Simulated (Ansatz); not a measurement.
# CO on Zr(0001), hcp start, 2x2 cell: work function, bands and core levels, part 2 of 5

Aim: how the adsorbate changes the work function, the valence spectrum and the core levels in CO on Zr(0001), hcp start, 2x2 cell.

Ansatz 0.2.0; DFT, PBE, plane-wave PAW, default files, scalar-relativistic.

So far, work function, upper face (eV): step 2 (the clean face) 4.16.

## Step 3: Relaxing the atoms

System of this step: Zr16CO. The cell holds 18 atoms: 1 O, 1 C and 16 Zr. Cell: a = 6.460 Å, b = 6.460 Å, c = 25.065 Å, α = 90.0°, β = 90.0°, γ = 60.0°. It derives from Zr. How the cell was made: adsorbate; added: CO; site: hcp; coverage 0.25 monolayer; cell: 2x2; on one face. Regions: ad, 2 atoms (1 O and 1 C); L1, 4 atoms (4 Zr); L2, 4 atoms (4 Zr); L3, 4 atoms (4 Zr); rest, 4 atoms (4 Zr). Vacuum lies along c.

The cut or typed positions aren't at rest, and spectra shift with geometry, so the relaxation comes first. 8 atoms are held to stand for the bulk. A dipole correction cancels the field between unlike faces.

The input, input.yaml:

```yaml
crystal:
  lattice:
    - [6.46, 0.0, 0.0]
    - [3.23, 5.5945241084, 0.0]
    - [0.0, 0.0, 25.065]
  atoms:
    - { symbol: O, position: [0.333711765, 0.333333333, 0.700777977] }
    - { symbol: C, position: [0.335055465, 0.333333333, 0.654498304] }
    - { symbol: Zr, position: [0.0, 0.0, 0.608617594] }
    - { symbol: Zr, position: [0.5, 0.0, 0.608617594] }
    - { symbol: Zr, position: [0.0, 0.5, 0.608617594] }
    - { symbol: Zr, position: [0.5, 0.5, 0.608617594] }
    - { symbol: Zr, position: [0.833333333, 0.333333333, 0.505485737] }
    - { symbol: Zr, position: [0.333333333, 0.333333333, 0.505485737] }
    - { symbol: Zr, position: [0.833333333, 0.833333333, 0.505485737] }
    - { symbol: Zr, position: [0.333333333, 0.833333333, 0.505485737] }
    - { symbol: Zr, position: [0.0, 0.0, 0.40235388] }
    - { symbol: Zr, position: [0.5, 0.0, 0.40235388] }
    - { symbol: Zr, position: [0.0, 0.5, 0.40235388] }
    - { symbol: Zr, position: [0.5, 0.5, 0.40235388] }
    - { symbol: Zr, position: [0.833333333, 0.333333333, 0.299222023] }
    - { symbol: Zr, position: [0.333333333, 0.333333333, 0.299222023] }
    - { symbol: Zr, position: [0.833333333, 0.833333333, 0.299222023] }
    - { symbol: Zr, position: [0.333333333, 0.833333333, 0.299222023] }
kpoints:
  mp_grid: { grid: [6, 6, 1] }
scf:
  occupations: { method: fermi_dirac, width: 0.05 }
  n_extra_bands: 14
hamiltonian:
  xc: pbe
  pseudopotentials: { kind: paw }
output:
  forces: true
  write_potential: true
  volumetric_format: []
efield:
  axis: 3
  dipole_correction: true
relax:
  f_tol: 0.03
  max_steps: 45
  constraints: [{ sites: [10, 11, 12, 13, 14, 15, 16, 17] }]
```

Command:

```sh
$ ansatz run input.yaml --threads 8 --pin off --max-ram 20480MiB --backend cpu --events-out ev --progress --plain --runs-dir out
```

Numbers of over 12 decimals in the logs are rounded to 6 here.

Log:

```text
[...]
Crystal: 18 atoms, lattice volume = 905.865 Å³
Basis set: ecut = 420 eV, 17711 PW (Γ), exchange–correlation on 90×90×360 points (8 copies of the dense FFT grid, shifted against one another)
Bands: 115, of which v1, the nominal top of the filled ones, is band 101 counted from 1 (100 counted from 0)
Symmetry: 1 space group operations
[...]
k-points: 20 of 36 (time reversal used)
[...]
SCF iter   1: F=—  HF=-67751.351796 eV  |F-HF|=—  |Δ(HF+E_count)|=         —  Δρ=4.99e-3  dr2=8.01e-1  ethr=1.77e-3  p=-0.072 e·Å  D=-1.44e-2 V/Å  ΔV_dip=0.36 eV  dr2_dipole=9.18e-2  V_vac-E_F(+/−)=4.50/4.14 eV  ⟨swp⟩=9.0  Hψ=10945  notcnv=0
[...]
SCF iter   6: F=-67751.336177 eV  HF=-67751.336181 eV  |F-HF|=3.65e-6  |Δ(HF+E_count)|=   3.24e-5  Δρ=2.95e-5  dr2=1.56e-5  ethr=1.11e-8  p=-0.092 e·Å  D=-1.85e-2 V/Å  ΔV_dip=0.46 eV  dr2_dipole=1.96e-10  V_vac-E_F(+/−)=4.65/4.19 eV  ⟨swp⟩=14.3  Hψ=25549  notcnv=0
[...]
SCF 1 converged in 6 iterations: F = -67751.336177 eV  dr2 = 1.56e-5
[...]
relax step   1: F+E_penalty+E_count = -67751.33617702 eV  Δ(F+E_penalty+E_count) = +0.000e0 eV  max|allowed force component| = 6.379e0 eV/Å  Δτ_max = 0.0000 Å  (6 SCF iters, dr2 threshold 2.25e-5 eV, accepted)
[...]
SCF iter   7: F=-67752.123438 eV  HF=-67752.123448 eV  |F-HF|=1.02e-5  |Δ(HF+E_count)|=   1.10e-5  Δρ=1.83e-5  dr2=1.40e-5  ethr=4.95e-8  p=-0.154 e·Å  D=-3.07e-2 V/Å  ΔV_dip=0.77 eV  dr2_dipole=2.20e-8  V_vac-E_F(+/−)=4.95/4.18 eV  ⟨swp⟩=12.2  Hψ=23080  notcnv=0
[...]
SCF 2 converged in 7 iterations: F = -67752.123438 eV  dr2 = 1.40e-5
[...]
relax step   2: F+E_penalty+E_count = -67752.12343761 eV  Δ(F+E_penalty+E_count) = -7.873e-1 eV  max|allowed force component| = 1.024e0 eV/Å  Δτ_max = 0.1954 Å  (7 SCF iters, dr2 threshold 1.00e-4 eV, accepted)
[...]
SCF iter   6: F=-67752.256583 eV  HF=-67752.256609 eV  |F-HF|=2.56e-5  |Δ(HF+E_count)|=   2.15e-5  Δρ=2.84e-5  dr2=2.92e-5  ethr=3.25e-8  p=-0.165 e·Å  D=-3.29e-2 V/Å  ΔV_dip=0.82 eV  dr2_dipole=5.59e-6  V_vac-E_F(+/−)=5.01/4.19 eV  ⟨swp⟩=12.7  Hψ=23684  notcnv=0
[...]
SCF 3 converged in 6 iterations: F = -67752.256583 eV  dr2 = 2.92e-5
relax step   3: F+E_penalty+E_count = -67752.25658311 eV  Δ(F+E_penalty+E_count) = -1.331e-1 eV  max|allowed force component| = 1.048e0 eV/Å  Δτ_max = 0.1949 Å  (6 SCF iters, dr2 threshold 6.56e-5 eV, accepted)
[... from here on, the SCF cycles and remarks between the steps are left out ...]
relax step   4: F+E_penalty+E_count = -67752.27717308 eV  Δ(F+E_penalty+E_count) = -2.059e-2 eV  max|allowed force component| = 6.279e-1 eV/Å  Δτ_max = 0.1768 Å  (6 SCF iters, dr2 threshold 6.87e-5 eV, accepted)
relax step   5: F+E_penalty+E_count = -67752.28983024 eV  Δ(F+E_penalty+E_count) = -1.266e-2 eV  max|allowed force component| = 5.144e-1 eV/Å  Δτ_max = 0.0974 Å  (5 SCF iters, dr2 threshold 1.00e-4 eV, accepted)
relax step   6: F+E_penalty+E_count = -67752.29959595 eV  Δ(F+E_penalty+E_count) = -9.766e-3 eV  max|allowed force component| = 3.163e-1 eV/Å  Δτ_max = 0.0809 Å  (5 SCF iters, dr2 threshold 9.50e-5 eV, accepted)
relax step   7: F+E_penalty+E_count = -67752.30572881 eV  Δ(F+E_penalty+E_count) = -6.133e-3 eV  max|allowed force component| = 2.160e-1 eV/Å  Δτ_max = 0.0770 Å  (5 SCF iters, dr2 threshold 3.78e-5 eV, accepted)
relax step   8: F+E_penalty+E_count = -67752.31075213 eV  Δ(F+E_penalty+E_count) = -5.023e-3 eV  max|allowed force component| = 4.098e-1 eV/Å  Δτ_max = 0.0583 Å  (5 SCF iters, dr2 threshold 1.76e-5 eV, accepted)
relax step   9: F+E_penalty+E_count = -67752.25631311 eV  Δ(F+E_penalty+E_count) = +5.444e-2 eV  max|allowed force component| = 2.840e0 eV/Å  Δτ_max = 0.1955 Å  (6 SCF iters, dr2 threshold 7.83e-5 eV, rejected (line search))
relax step  10: F+E_penalty+E_count = -67752.32403806 eV  Δ(F+E_penalty+E_count) = -1.329e-2 eV  max|allowed force component| = 6.757e-1 eV/Å  Δτ_max = 0.0978 Å  (8 SCF iters, accepted)
relax step  11: F+E_penalty+E_count = -67752.34512127 eV  Δ(F+E_penalty+E_count) = -2.108e-2 eV  max|allowed force component| = 1.107e0 eV/Å  Δτ_max = 0.0966 Å  (5 SCF iters, dr2 threshold 1.00e-4 eV, accepted)
relax step  12: F+E_penalty+E_count = -67752.40622742 eV  Δ(F+E_penalty+E_count) = -6.111e-2 eV  max|allowed force component| = 1.112e0 eV/Å  Δτ_max = 0.1465 Å  (5 SCF iters, dr2 threshold 1.00e-4 eV, accepted)
relax step  13: F+E_penalty+E_count = -67752.54103767 eV  Δ(F+E_penalty+E_count) = -1.348e-1 eV  max|allowed force component| = 1.112e0 eV/Å  Δτ_max = 0.1949 Å  (5 SCF iters, dr2 threshold 1.00e-4 eV, accepted)
relax step  14: F+E_penalty+E_count = -67752.73832837 eV  Δ(F+E_penalty+E_count) = -1.973e-1 eV  max|allowed force component| = 9.278e-1 eV/Å  Δτ_max = 0.1956 Å  (5 SCF iters, dr2 threshold 1.00e-4 eV, accepted)
relax step  15: F+E_penalty+E_count = -67752.93542963 eV  Δ(F+E_penalty+E_count) = -1.971e-1 eV  max|allowed force component| = 7.908e-1 eV/Å  Δτ_max = 0.1950 Å  (5 SCF iters, dr2 threshold 1.00e-4 eV, accepted)
relax step  16: F+E_penalty+E_count = -67753.08111815 eV  Δ(F+E_penalty+E_count) = -1.457e-1 eV  max|allowed force component| = 3.978e-1 eV/Å  Δτ_max = 0.1959 Å  (5 SCF iters, dr2 threshold 1.00e-4 eV, accepted)
relax step  17: F+E_penalty+E_count = -67753.19065291 eV  Δ(F+E_penalty+E_count) = -1.095e-1 eV  max|allowed force component| = 2.768e-1 eV/Å  Δτ_max = 0.2000 Å  (6 SCF iters, dr2 threshold 4.00e-5 eV, accepted)
relax step  18: F+E_penalty+E_count = -67753.26184175 eV  Δ(F+E_penalty+E_count) = -7.119e-2 eV  max|allowed force component| = 6.664e-1 eV/Å  Δτ_max = 0.1948 Å  (6 SCF iters, dr2 threshold 1.94e-5 eV, accepted)
relax step  19: F+E_penalty+E_count = -67753.32534477 eV  Δ(F+E_penalty+E_count) = -6.350e-2 eV  max|allowed force component| = 8.899e-1 eV/Å  Δτ_max = 0.1965 Å  (6 SCF iters, dr2 threshold 1.00e-4 eV, accepted)
relax step  20: F+E_penalty+E_count = -67753.41519616 eV  Δ(F+E_penalty+E_count) = -8.985e-2 eV  max|allowed force component| = 1.943e-1 eV/Å  Δτ_max = 0.1943 Å  (6 SCF iters, dr2 threshold 1.00e-4 eV, accepted)
relax step  21: F+E_penalty+E_count = -67753.40285026 eV  Δ(F+E_penalty+E_count) = +1.235e-2 eV  max|allowed force component| = 4.721e-1 eV/Å  Δτ_max = 0.1949 Å  (7 SCF iters, dr2 threshold 2.36e-6 eV, rejected (line search))
relax step  22: F+E_penalty+E_count = -67753.44253294 eV  Δ(F+E_penalty+E_count) = -2.734e-2 eV  max|allowed force component| = 1.233e-1 eV/Å  Δτ_max = 0.0975 Å  (8 SCF iters, accepted)
relax step  23: F+E_penalty+E_count = -67753.45023622 eV  Δ(F+E_penalty+E_count) = -7.703e-3 eV  max|allowed force component| = 4.253e-2 eV/Å  Δτ_max = 0.0635 Å  (6 SCF iters, dr2 threshold 9.50e-7 eV, accepted)
relax step  24: F+E_penalty+E_count = -67753.45105517 eV  Δ(F+E_penalty+E_count) = -8.189e-4 eV  max|allowed force component| = 6.136e-2 eV/Å  Δτ_max = 0.0542 Å  (8 SCF iters, accepted)
SCF iter   1: F=—  HF=-67753.452935 eV  |F-HF|=—  |Δ(HF+E_count)|=         —  Δρ=5.92e-4  dr2=5.41e-3  ethr=1.08e-5  p=-0.009 e·Å  D=-1.78e-3 V/Å  ΔV_dip=0.04 eV  dr2_dipole=1.95e-4  V_vac-E_F(+/−)=4.27/4.22 eV  ⟨swp⟩=2.0  Hψ=3929  notcnv=0
[...]
SCF iter   6: F=-67753.451685 eV  HF=-67753.451685 eV  |F-HF|=7.57e-9  |Δ(HF+E_count)|=   1.80e-7  Δρ=1.68e-6  dr2=5.91e-8  ethr=4.95e-11  p=-0.009 e·Å  D=-1.86e-3 V/Å  ΔV_dip=0.05 eV  dr2_dipole=6.96e-9  V_vac-E_F(+/−)=4.27/4.22 eV  ⟨swp⟩=11.1  Hψ=18595  notcnv=0
SCF 25 converged in 6 iterations: F = -67753.451685 eV  dr2 = 5.91e-8
relax step  25: F+E_penalty+E_count = -67753.45168530 eV  Δ(F+E_penalty+E_count) = -6.301e-4 eV  max|allowed force component| = 2.195e-2 eV/Å  Δτ_max = 0.0141 Å  (6 SCF iters, accepted)
NSCF: frozen V_eff on 20 k-points
[...]
WARN: The input density's exchange-correlation potential varies sharply where the density is thin. Do not read a vacuum level from v_tot or v_xc, or from such a field of the output density. On a cell that repeats whose density bears no net charge and no dipole along the vacuum's axis use v_es (v_loc + v_h of the components); under efield.dipole_correction with no amplitude use v_es + v_field, which holds any external [...]
SCF converged after 6 iterations
Free energy (F): -67753.451685 eV
[...]
Internal energy: -67753.241602 eV  (E = F + TS)
E sigma→0 (E₀):  -67753.346644 eV
Entropy (-TS):   -0.210083 eV (-11.671 meV/atom)
Fermi energy:    3.559067 eV
Dipole field:    D = -0.001802 V/Å  (p = -0.009023 e·Å, saw-weighted, corrected)
Work function:   Φ+ = 4.2673 eV   Φ− = 4.2220 eV
[...]
--- Forces (eV/Å), atoms counted from 1 ---
  atom   1  O     -0.00230516    -0.00138008    -0.00024698
  atom   2  C     -0.00932497    -0.00622899     0.00714008
  atom   3  Zr    -0.01554433    -0.00875008    -0.00006361
  atom   4  Zr     0.00495490    -0.00293415    -0.00814452
  atom   5  Zr    -0.00156344     0.00708835    -0.00795612
  atom   6  Zr     0.02195241     0.01159282    -0.00508033
  atom   7  Zr    -0.00077804     0.00558723    -0.00676641
  atom   8  Zr     0.00263683     0.00021532     0.01494847
  atom   9  Zr    -0.00634427    -0.00348641     0.00878547
  atom  10  Zr     0.00598557    -0.00190285    -0.00768856
  atom  11  Zr     0.14976880     0.08648119    -0.48715965
  atom  12  Zr    -0.04208316     0.06390051    -0.65559227
  atom  13  Zr     0.03459822    -0.06790648    -0.65605613
  atom  14  Zr    -0.11324092    -0.06568764    -0.30650796
  atom  15  Zr    -0.01456328     0.01404431     0.53677290
  atom  16  Zr     0.01711860     0.00979109     0.51047126
  atom  17  Zr    -0.03609102    -0.02077610     0.52612985
  atom  18  Zr     0.00495753    -0.01957107     0.53698263
  max |Σ_I F_I| component: 1.34e-4 eV/Å
--- Band table (eV; the first three rows and the last of 20) ---
  k-point 0: bands = [... 97 lower, 3.6901, 3.7971, 3.9323, 4.0717, 4.1062, 4.2467, 4.3296, 4.3613, ... 10 higher]
  k-point 1: bands = [... 97 lower, 3.6659, 3.7615, 3.8285, 3.8747, 3.9497, 4.0237, 4.1070, 4.1579, ... 10 higher]
  k-point 2: bands = [... 97 lower, 3.3389, 3.4856, 3.5176, 3.5609, 3.6364, 3.6832, 3.7602, 3.8182, ... 10 higher]
  k-point 19: bands = [... 97 lower, 3.1675, 3.2352, 3.3412, 3.3685, 3.4460, 3.4909, 3.4983, 3.5848, ... 10 higher]
--- Relaxed structure (25 steps of the walk, 23 accepted, 0 SCFs on fresh bases) ---
  F+E_penalty+E_count = -67753.45168530 eV   max|allowed force component| = 2.195e-2 eV/Å
  atoms:
    - { symbol: O, position: [0.194478, 0.194456, 0.658481] }
    - { symbol: C, position: [0.318528, 0.318493, 0.654059] }
    - { symbol: Zr, position: [0.016776, 0.016764, 0.611912] }
    - { symbol: Zr, position: [0.519478, -0.00964781, 0.605081] }
    - { symbol: Zr, position: [-0.00957522, 0.519447, 0.605077] }
    - { symbol: Zr, position: [0.486684, 0.486665, 0.614702] }
    - { symbol: Zr, position: [0.821468, 0.334768, 0.510267] }
    - { symbol: Zr, position: [0.326946, 0.326964, 0.504563] }
    - { symbol: Zr, position: [0.840005, 0.840020, 0.505893] }
    - { symbol: Zr, position: [0.334753, 0.821402, 0.510274] }
    - { symbol: Zr, position: [0.0, 0.0, 0.40235388] }
    - { symbol: Zr, position: [0.5, 0.0, 0.40235388] }
    - { symbol: Zr, position: [0.0, 0.5, 0.40235388] }
    - { symbol: Zr, position: [0.5, 0.5, 0.40235388] }
    - { symbol: Zr, position: [0.833333, 0.333333333, 0.299222023] }
    - { symbol: Zr, position: [0.333333, 0.333333333, 0.299222023] }
    - { symbol: Zr, position: [0.833333, 0.833333333, 0.299222023] }
    - { symbol: Zr, position: [0.333333, 0.833333333, 0.299222023] }
```

Wall time 13 min (8 threads of Arm Neoverse V1, shared host); peak memory 4.4 GiB; 1.7 h of CPU time.

Relaxation path (22 of 25):

```csv
step,energy less that of the first step (eV),largest force component (eV/Å)
1,0.0000,6.3795
2,-0.7873,1.0244
3,-0.9204,1.0481
4,-0.9410,0.6279
6,-0.9634,0.3163
7,-0.9696,0.2160
8,-0.9746,0.4098
9,-0.9201,2.8399
10,-0.9879,0.6757
11,-1.0089,1.1070
12,-1.0700,1.1118
14,-1.4022,0.9278
15,-1.5993,0.7908
16,-1.7449,0.3978
17,-1.8545,0.2768
18,-1.9257,0.6664
19,-1.9892,0.8899
20,-2.0790,0.1943
22,-2.1064,0.1233
23,-2.1141,0.0425
24,-2.1149,0.0614
25,-2.1155,0.0220
```

Relaxation steps 9, 21 were tried and not accepted.

The atoms that moved most (Å):

```csv
atom,dx,dy,dz,length
O1,-1.348,-0.777,-1.060,1.883
Zr6,-0.129,-0.075,0.152,0.213
Zr3,0.163,0.094,0.083,0.205
C2,-0.155,-0.083,-0.011,0.176
Zr4,0.095,-0.054,-0.089,0.140
Zr10,-0.029,-0.067,0.120,0.140
Zr5,0.001,0.109,-0.089,0.140
Zr7,-0.072,0.008,0.120,0.140
```

Numbers from this step:

```
free energy               : -67753.4517 eV
energy at zero smearing   : -67753.3466 eV
smearing term TS          : 0.2101 eV
Fermi energy              : 3.559 eV
symmetry operations       : 1
work function, upper face : 4.268 eV
work function, lower face : 4.221 eV
```

The relaxation ends 118 meV an atom lower, with a largest force component of 0.022 eV/Å on the free atoms. Between step 2 and this run (18 atoms) the value for the work function, upper face moves from 4.16 eV to 4.27 eV (+3 %).

(Continued in part 3 of 5.)

[Logs are printed without paths, hosts, clocks, repeated set-up lines and the standing remarks that a program may print on its own settings, such as how far it seeks lower states.]

[Hosts, paths, dates, database ids (printed as entryN), source tags and the programs' standing remarks are cut or masked in the printed files.]

[Maps of the electrostatic potential energy from Ansatz leave out the sawtooth potential of an applied field or a dipole correction, so their vacuum need not be flat; work functions include it.]
